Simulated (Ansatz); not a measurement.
# How fast states decay through MgBrF, part 3 of 4

A new crystal, MgBrF: structure, gap and complex bands. It is built by putting F for part of the Br in the MgBr2 structure of space group P-3m1, with the volume rescaled by atomic radii. The parent structure comes from the Materials Project.

Ansatz 0.2.0; PBEsol DFT, plane waves, PAW files (the session's first sound run).

So far, gap on the k-mesh (eV): step 3 (band edges) 2.41; step 4 (complex bands, plane (001), k-mesh 8×8×6) 2.41.

The structure was built from a prototype and need not be the compound's stable phase.

### 6. Decaying states in the gap, plane (110), k-mesh 6×14×14

Level of this step: PBEsol DFT, plane waves, PAW files; complex bands by layer matching along the plane's normal (Ansatz).

The same for the (110) plane, at (0, 0) and (0.5, 0), to see how the decay depends on direction.

Contents of input.yaml:

```yaml
crystal:
  lattice:
    - [5.22561467, 0.0, 0.0]
    - [0.0, 6.024850339, 0.0]
    - [0.0, 3.01242517, 1.739224483]
  atoms:
    - { symbol: Mg, position: [0.936626945, 0.0, 0.0] }
    - { symbol: Br, position: [0.2602093002, 0.3333333333, 0.0] }
    - { symbol: F, position: [0.8031637548, 0.6666666667, 0.0] }
kpoints:
  mp_grid: { grid: [6, 14, 14] }
scf:
  occupations: { method: fixed }
hamiltonian:
  xc: pbesol
output:
  eigenvalues: true
  transmission:
    leads: [[0, 0]]
    kpoints: [[0.0, 0.0], [0.5, 0.0]]
    e_range: [-1.0, 3.41]
    de: 0.09
```

Launch:

```console
$ ansatz run input.yaml --threads 2 --pin off --max-ram 4096MiB --backend cpu --events-out ev --progress --plain --runs-dir out
```

Numbers of over 12 decimals in the logs are rounded to 6 here.

What it wrote:

```text
[...]
Crystal: 3 atoms, lattice volume = 54.757 Å³
Basis set: ecut = 420 eV, 1103 PW (Γ)
Bands: 16, of which v1, the nominal top of the filled ones, is band 12 counted from 1 (11 counted from 0)
Symmetry: 6 space group operations
[...]
k-points: 128 of 1176 (time reversal used)
[...]
SCF iter   1: F=—  HF=-5453.097215 eV  |F-HF|=—  |Δ(HF+E_count)|=         —  Δρ=7.58e-3  dr2=2.03e-2  ethr=1.77e-3  ⟨swp⟩=5.1  Hψ=9825  notcnv=0  defer=251
[...]
SCF iter   7: F=-5453.091871 eV  HF=-5453.091871 eV  |F-HF|=4.86e-9  |Δ(HF+E_count)|=   2.70e-8  Δρ=4.03e-6  dr2=4.41e-9  ethr=4.17e-10  ⟨swp⟩=6.0  Hψ=7641  notcnv=0
SCF 1 converged in 7 iterations: F = -5453.091871 eV  dr2 = 4.41e-9
[...]
transmission: 3 of 6 steps passed
transmission: 6 of 6 steps passed
SCF converged after 7 iterations
Free energy (F): -5453.091871 eV
[...]
Internal energy: -5453.091871 eV  (E = F + TS)
E sigma→0 (E₀):  -5453.091871 eV
Fermi energy:    4.495807 eV
[...]
--- Band table (eV; the first three rows and the last of 128) ---
  k-point 0: bands = [... 8 lower, -0.2784, 2.4909, 4.4958, 4.4958, 6.9058, 11.1913, 14.8300, 14.8300]
  k-point 1: bands = [... 8 lower, -0.3102, 2.5109, 3.6733, 4.3305, 7.3694, 11.9696, 13.9779, 14.9477]
  k-point 2: bands = [... 8 lower, -0.4110, 2.3230, 2.5411, 3.8137, 8.4110, 12.5054, 13.5611, 13.7570]
  k-point 127: bands = [... 8 lower, -0.3342, 1.5917, 2.3967, 3.7048, 9.6984, 11.3837, 12.5966, 13.8575]
--- Transmission ---
  basis      : 281 plane waves across, 3 finite elements along
  points     : 2, as listed
[...]
crystal 0  : Br1F1Mg1, at the sites [0, 0], period 1.7392 Å: whole cells are its period
[...]
channels       : 0.000000e0 a spin
[...]
slowest decay  : 0.2257 /Å at (0.0000, 0.0000)
```

Run time: 70 s. Hardware: 2 threads of Arm Neoverse N1, shared host; peak memory 0.7 GiB.

Numbers from this step:

```
free energy                                               : -5453.0919 eV
decay constant at the filling level, zone centre          : 0.2257 Å⁻¹
decay constant at the filling level, slowest listed point : 0.2257 Å⁻¹
```

K parallel (0, 0); values up to 1.5 1/Å, a degenerate pair printed once or twice; energies at which all values exceed this have no row. The Im kz of the slowest decaying states by energy, zero at the highest filled level on the SCF mesh:

```
energy (eV)  decay 1 (Å⁻¹)  decay 2 (Å⁻¹)  decay 3 (Å⁻¹)  decay 4 (Å⁻¹)
      -1.00          0.666          0.728          0.783           1.01
      -0.82         0.0741          0.650          0.748          0.782
      -0.55          0.159          0.629          0.769          0.780
      -0.37          0.192          0.616          0.778          0.779
      -0.10          0.229          0.595          0.776          0.789
      -0.01          0.239          0.587          0.775          0.791
       0.08         0.0708          0.183          0.247          0.579
       0.35          0.142          0.270          0.404          0.548
       0.53          0.170          0.282          0.523          0.766
       0.80          0.199          0.297          0.544          0.715
       0.98          0.213          0.304          0.515          0.732
       1.16          0.222          0.311          0.492          0.742
       1.43          0.229          0.318          0.460          0.744
       1.61          0.227          0.322          0.438          0.738
       1.88          0.210          0.326          0.408          0.728
       2.06          0.184          0.327          0.391          0.721
       2.33         0.0959          0.328          0.372          0.709
       2.51          0.328          0.364          0.700          0.746
       2.78          0.325          0.355          0.686          0.732
       2.96          0.323          0.351          0.676          0.722
       3.23          0.318          0.345          0.660          0.706
       3.41          0.313          0.342          0.648          0.694
```

K parallel (0, 0). Table of Re kz of states that move upwards by energy, zero at the highest filled level on the SCF mesh:

```
energy (eV)  channel 1 (Å⁻¹)  channel 2 (Å⁻¹)  channel 3 (Å⁻¹)
      -1.00           -0.626           -0.292             1.71
      -0.82           -0.566           -0.258                -
      -0.73           -0.534           -0.240                -
      -0.55           -0.464           -0.203                -
      -0.37           -0.382           -0.162                -
      -0.28           -0.334           -0.140                -
      -0.10           -0.202          -0.0813                -
      -0.01          -0.0641          -0.0253                -
       0.08                -                -                -
       0.26                -                -                -
       0.35                -                -                -
       0.53                -                -                -
       0.71                -                -                -
       0.80                -                -                -
       0.98                -                -                -
       1.16                -                -                -
       1.25                -                -                -
       1.43                -                -                -
       1.61                -                -                -
       1.70                -                -                -
       1.88                -                -                -
       2.06                -                -                -
       2.15                -                -                -
       2.33                -                -                -
       2.51            0.113                -                -
       2.69            0.195                -                -
       2.78            0.227                -                -
       2.96            0.285                -                -
       3.14            0.335                -                -
       3.23            0.359                -                -
       3.41            0.403                -                -
```

K parallel (0.5, 0); values up to 1.5 1/Å, a degenerate pair printed once or twice; energies at which all values exceed this have no row. The Im kz of the slowest decaying states by energy, zero at the highest filled level on the SCF mesh:

| energy (eV) | decay 1 (Å⁻¹) | decay 2 (Å⁻¹) | decay 3 (Å⁻¹) | decay 4 (Å⁻¹) |
| --- | --- | --- | --- | --- |
| -1.0000 | 0.535 | 0.839 | 0.877 | 1.11 |
| -0.7300 | 0.137 | 0.589 | 0.821 | 0.864 |
| -0.4600 | 0.197 | 0.625 | 0.806 | 0.851 |
| -0.2800 | 0.224 | 0.642 | 0.797 | 0.842 |
| -0.0100 | 0.255 | 0.660 | 0.785 | 0.827 |
| 0.2600 | 0.135 | 0.279 | 0.324 | 0.671 |
| 0.5300 | 0.186 | 0.297 | 0.484 | 0.677 |
| 0.7100 | 0.211 | 0.306 | 0.603 | 0.678 |
| 0.9800 | 0.239 | 0.318 | 0.678 | 0.718 |
| 1.2500 | 0.261 | 0.327 | 0.674 | 0.724 |
| 1.5200 | 0.278 | 0.333 | 0.668 | 0.709 |
| 1.7900 | 0.291 | 0.338 | 0.660 | 0.691 |
| 1.9700 | 0.298 | 0.339 | 0.653 | 0.679 |
| 2.2400 | 0.307 | 0.341 | 0.641 | 0.658 |
| 2.5100 | 0.313 | 0.340 | 0.626 | 0.636 |
| 2.7800 | 0.316 | 0.338 | 0.610 | 0.611 |
| 2.9600 | 0.317 | 0.335 | 0.592 | 0.598 |
| 3.2300 | 0.317 | 0.330 | 0.561 | 0.576 |

At the listed wavevectors the last open channel is at -0.01 eV and the next at +2.42 eV on the grid. At +1.25 eV, the grid energy nearest the filling level (the middle of the gap on the SCF mesh), the slowest state at the listed wavevectors decays with κ = 0.226 Å⁻¹, its amplitude falling by e over 4.4 Å; the first such run, plane (001), gave 0.267 Å⁻¹.

### 7. Band edges at another level

This step: PBE DFT, plane waves, PAW files (Ansatz 0.2.0).

The edges again with PBE, at the same atoms.

Contents of input.yaml:

```yaml
crystal:
  lattice:
    - [3.4784489653, 0.0, 0.0]
    - [-1.7392244826, 3.0124251697, 0.0]
    - [0.0, 0.0, 5.2256146703]
  atoms:
    - { symbol: Mg, position: [0.0, 0.0, -0.063373055] }
    - { symbol: Br, position: [0.3333333333, 0.6666666667, 0.2602093002] }
    - { symbol: F, position: [0.6666666667, 0.3333333333, 0.8031637548] }
kpoints:
  mp_grid: { grid: [8, 8, 4] }
  band_path: { path: [VBM, CBM], npoints: 30 }
scf:
  occupations: { method: fixed }
hamiltonian:
  xc: pbe
output:
  eigenvalues: true
```

What it wrote:

```text
[...]
Crystal: 3 atoms, lattice volume = 54.757 Å³
Basis set: ecut = 420 eV, 1103 PW (Γ)
Bands: 16, of which v1, the nominal top of the filled ones, is band 12 counted from 1 (11 counted from 0)
Symmetry: 6 space group operations
[...]
k-points: 35 of 256 (time reversal used)
[...]
SCF iter   1: F=—  HF=-5519.428191 eV  |F-HF|=—  |Δ(HF+E_count)|=         —  Δρ=1.49e-3  dr2=1.50e-3  ethr=1.77e-3  ⟨swp⟩=5.1  Hψ=2691  notcnv=0  defer=68
[...]
SCF iter   6: F=-5519.428556 eV  HF=-5519.428556 eV  |F-HF|=5.53e-9  |Δ(HF+E_count)|=   8.95e-7  Δρ=9.05e-6  dr2=7.07e-8  ethr=4.17e-10  ⟨swp⟩=7.1  Hψ=2290  notcnv=0
SCF 1 converged in 6 iterations: F = -5519.428556 eV  dr2 = 7.07e-8
[...]
SCF converged after 6 iterations
Free energy (F): -5519.428556 eV
[...]
Internal energy: -5519.428556 eV  (E = F + TS)
E sigma→0 (E₀):  -5519.428556 eV
Fermi energy:    4.585339 eV
[...]
--- Band table (eV; the first three rows and the last of 35) ---
  k-point 0: bands = [... 8 lower, -0.1878, 2.5827, 4.5853, 4.5853, 7.1216, 11.4498, 15.0117, 15.0117]
  k-point 1: bands = [... 8 lower, -0.1848, 1.9766, 4.5846, 4.5846, 8.0869, 11.4375, 14.6367, 14.9747]
  k-point 2: bands = [... 8 lower, -0.0314, 1.3163, 4.5839, 4.5839, 9.3888, 11.1336, 13.3719, 14.9515]
  k-point 34: bands = [... 8 lower, -0.2363, 1.4237, 2.4972, 2.8797, 10.3821, 12.3059, 13.4502, 13.9645]
```

The job ended after 7.2 s (2 threads; peak memory 0.3 GiB).

This step gave:

```
free energy        : -5519.4286 eV
Fermi energy       : 4.585 eV
gap on the k-mesh  : 2.536 eV
gap on path        : 2.536 eV, by band count; negative where bands overlap
direct gap on path : 2.536 eV
```

Levels at VBM (eV): -5.25, -4.77, -4.77, -2.00, 0.00, 0.00, 2.54, 6.86.

The searched edges give 2.54 eV, as on the mesh.

Between step 3 and this run (PBE) the value for the gap on the k-mesh moves from 2.41 eV to 2.54 eV.

### 8. Complex bands at another level

This step: PBE DFT, plane waves, PAW files; complex bands by layer matching along the plane's normal (Ansatz 0.2.0).

The complex bands at that level, over its own gap, at (0, 0) and (0.5, 0).

Contents of input.yaml:

```yaml
crystal:
  lattice:
    - [3.478448965, 0.0, 0.0]
    - [1.739224483, 3.01242517, 0.0]
    - [0.0, 0.0, 5.22561467]
  atoms:
    - { symbol: Mg, position: [0.0, 0.0, 0.936626945] }
    - { symbol: Br, position: [0.6666666667, 0.6666666667, 0.2602093002] }
    - { symbol: F, position: [0.3333333333, 0.3333333333, 0.8031637548] }
kpoints:
  mp_grid: { grid: [8, 8, 6] }
scf:
  occupations: { method: fixed }
hamiltonian:
  xc: pbe
output:
  eigenvalues: true
  transmission:
    leads: [[0, 0]]
    kpoints: [[0.0, 0.0], [0.5, 0.0]]
    e_range: [-1.0, 3.54]
    de: 0.11
```

What it wrote:

```text
[...]
Crystal: 3 atoms, lattice volume = 54.757 Å³
Basis set: ecut = 420 eV, 1103 PW (Γ)
Bands: 16, of which v1, the nominal top of the filled ones, is band 12 counted from 1 (11 counted from 0)
Symmetry: 6 space group operations
[...]
k-points: 50 of 384 (time reversal used)
[...]
SCF iter   1: F=—  HF=-5519.428226 eV  |F-HF|=—  |Δ(HF+E_count)|=         —  Δρ=1.49e-3  dr2=1.49e-3  ethr=1.77e-3  ⟨swp⟩=5.1  Hψ=3852  notcnv=0  defer=99
[...]
SCF iter   6: F=-5519.428589 eV  HF=-5519.428589 eV  |F-HF|=5.14e-9  |Δ(HF+E_count)|=   8.83e-7  Δρ=9.00e-6  dr2=6.96e-8  ethr=4.17e-10  ⟨swp⟩=6.9  Hψ=3231  notcnv=0
SCF 1 converged in 6 iterations: F = -5519.428589 eV  dr2 = 6.96e-8
[...]
transmission: 9 of 18 steps passed
transmission: 18 of 18 steps passed
SCF converged after 6 iterations
Free energy (F): -5519.428589 eV
[...]
Internal energy: -5519.428589 eV  (E = F + TS)
E sigma→0 (E₀):  -5519.428589 eV
Fermi energy:    4.585300 eV
[...]
--- Band table (eV; the first three rows and the last of 50) ---
  k-point 0: bands = [... 8 lower, -0.1878, 2.5826, 4.5853, 4.5853, 7.1216, 11.4498, 15.0117, 15.0117]
  k-point 1: bands = [... 8 lower, -0.1862, 2.2757, 4.5850, 4.5850, 7.5920, 11.4547, 14.9917, 14.9917]
  k-point 2: bands = [... 8 lower, -0.1834, 1.6674, 4.5842, 4.5842, 8.6479, 11.3685, 13.9970, 14.9611]
  k-point 49: bands = [... 8 lower, -0.2363, 1.4237, 2.4972, 2.8796, 10.3821, 12.3058, 13.4502, 13.9644]
--- Transmission ---
  basis      : 91 plane waves across, 9 finite elements along
  points     : 2, as listed
[...]
crystal 0  : F1Mg1Br1, at the sites [0, 0], period 5.2256 Å: whole cells are its period
[...]
channels       : 0.000000e0 a spin
[...]
slowest decay  : 0.2724 /Å at (0.0000, 0.0000)
```

The job ended after 9.9 s (2 threads; peak memory 0.32 GiB; 14 s of CPU time).

This step gave:

```yaml
level_to_which_the_leads_are_filled: 1.268 eV from the Fermi level
decay_constant_at_the_filling_level_zone_centre: 0.2724 Å⁻¹
decay_constant_at_the_filling_level_slowest_listed_point: 0.2724 Å⁻¹
```

K parallel (0, 0); values up to 1.5 1/Å, a degenerate pair printed once or twice; energies at which all values exceed this have no row. The Im kz of the slowest decaying states by energy, zero at the highest filled level on the SCF mesh:

| energy (eV) | decay 1 (Å⁻¹) | decay 2 (Å⁻¹) | decay 3 (Å⁻¹) | decay 4 (Å⁻¹) |
| --- | --- | --- | --- | --- |
| -1.00 | 0.280 | 1.20 | 1.34 | 1.48 |
| -0.67 | 0.302 | 1.16 | 1.33 | 1.41 |
| -0.34 | 0.315 | 1.10 | 1.31 | 1.32 |
| -0.01 | 0.319 | 0.600 | 1.09 | 1.29 |
| 0.32 | 0.317 | 1.17 | 1.27 | - |
| 0.65 | 0.309 | 1.22 | 1.25 | - |
| 0.98 | 0.294 | 1.23 | 1.24 | - |
| 1.20 | 0.281 | 1.21 | 1.25 | - |
| 1.53 | 0.253 | 1.19 | 1.25 | - |
| 1.86 | 0.215 | 1.17 | 1.25 | - |
| 2.19 | 0.159 | 1.15 | 1.25 | - |
| 2.52 | 0.0353 | 1.12 | 1.24 | 1.49 |
| 2.85 | 1.09 | 1.23 | 1.47 | - |
| 3.18 | 1.06 | 1.22 | 1.45 | - |
| 3.51 | 1.03 | 1.20 | 1.43 | - |

K parallel (0.5, 0); values up to 1.5 1/Å, a degenerate pair printed once or twice; energies at which all values exceed this have no row. Im kz of the slowest decaying states against energy, zero at the highest filled level on the SCF mesh:

```
energy (eV)  decay 1 (Å⁻¹)  decay 2 (Å⁻¹)  decay 3 (Å⁻¹)  decay 4 (Å⁻¹)
      -1.00          0.360          0.526           1.24              -
      -0.78          0.418          0.556           1.22              -
      -0.67          0.539          0.569           1.21              -
      -0.45          0.591          0.664           1.20              -
      -0.23          0.610          0.737           1.18              -
      -0.12          0.618          0.764           1.17              -
      -0.01          0.627          0.788           1.16              -
       0.10          0.634          0.808           1.15              -
       0.21          0.641          0.827           1.14              -
       0.43          0.654          0.857           1.13              -
       0.65          0.666          0.883           1.11              -
       0.76          0.672          0.894           1.10              -
       0.98          0.683          0.913           1.08              -
       1.20          0.694          0.929           1.06              -
       1.31          0.699          0.936           1.04              -
       1.53          0.711          0.949           1.02              -
       1.75          0.723          0.960          0.999              -
       1.86          0.730          0.965          0.986              -
       2.08          0.746          0.960          0.974              -
       2.30          0.767          0.931          0.981              -
       2.41          0.781          0.915          0.985              -
       2.63          0.720          0.881          0.914          0.991
       2.74          0.681          0.863          0.993           1.01
       2.96          0.628          0.825          0.998           1.21
       3.18          0.586          0.786           1.00           1.11
       3.29          0.566          0.767           1.00           1.05
       3.51          0.527          0.729          0.978           1.01
```

At the listed wavevectors the last open channel is at -0.89 eV and the next at +2.63 eV on the grid, wider than the gap, since narrow bands can fall between grid energies. At +1.31 eV, the grid energy nearest the filling level (the middle of the gap on the SCF mesh), the slowest state at the listed wavevectors decays with κ = 0.272 Å⁻¹, its amplitude falling by e over 3.7 Å; the first such run, plane (001), gave 0.267 Å⁻¹.

(Continued in part 4 of 4.)

[Logs are printed without paths, hosts, clocks, repeated set-up lines and the standing remarks that a program may print on its own settings, such as how far it seeks lower states.]

[Hosts, paths, dates, database ids (printed as entryN), source tags and the programs' standing remarks are cut or masked in the printed files.]

[New means built here by substitution; the compound itself may be known and measured.]
